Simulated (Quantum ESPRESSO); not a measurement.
Entries from a set of simulations; values are calculated unless marked as measured.

```xyz
5
Lattice="-2.004 2.004 5.047 2.004 -2.004 5.047 2.004 2.004 -5.047" Properties=species:S:1:pos:R:3 pbc="T T T" subject="Fixed-spin-moment curve of CaCo2As2" method="PBEsol; plane waves with GBRV 1.5 PBEsol potentials, no spin-orbit coupling (and 1 further level or step)" program="Quantum ESPRESSO 7.5" settings_of_one_run="GBRV 1.5 PBEsol, cutoff 544.23 eV, 10×10×10 k-mesh, 39 bands, fermi-dirac occupations, smearing width 0.05 eV, collinear spin, SCF threshold 1.00e-8, starting moments 0 2 2 0 0 μB" cost="13 runs, 34 min in all on 4 MPI ranks of Intel Xeon 6975P-C (Granite Rapids), shared host (the runs of this entry)" notes="The run is spin-polarised, with a total moment of 1.37 μB a cell (absolute 1.51). All runs start parallel; opposed orders may lie lower." moment_of_the_free_run="1.37 μB a cell" energy_at_zero_total_moment="78.9 meV a cell over the lowest" delta_e_delta_m2_from_the_lowest_point_to_1p54_and_to_1p03_mu_b="113 and 112 meV/μB²"
Ca    0.000    0.000    0.000
Co    0.000    2.004    2.524
Co    2.004    0.000    2.524
As    0.000    0.000    3.669
As    0.000    0.000    6.425
```

[Logs and program files are shortened in this print: banners, set-up blocks, solver, clock and traceback lines can be left out without a mark of their own.]

[Logs are printed without paths, hosts, clocks, repeated set-up lines and the standing remarks that a program may print on its own settings, such as how far it seeks lower states.]

[Hosts, paths, dates, database ids (printed as entryN), source tags and the programs' standing remarks are cut or masked in the printed files.]

[Where a cell is said to come from a database of computed structures, the database is the Materials Project.]
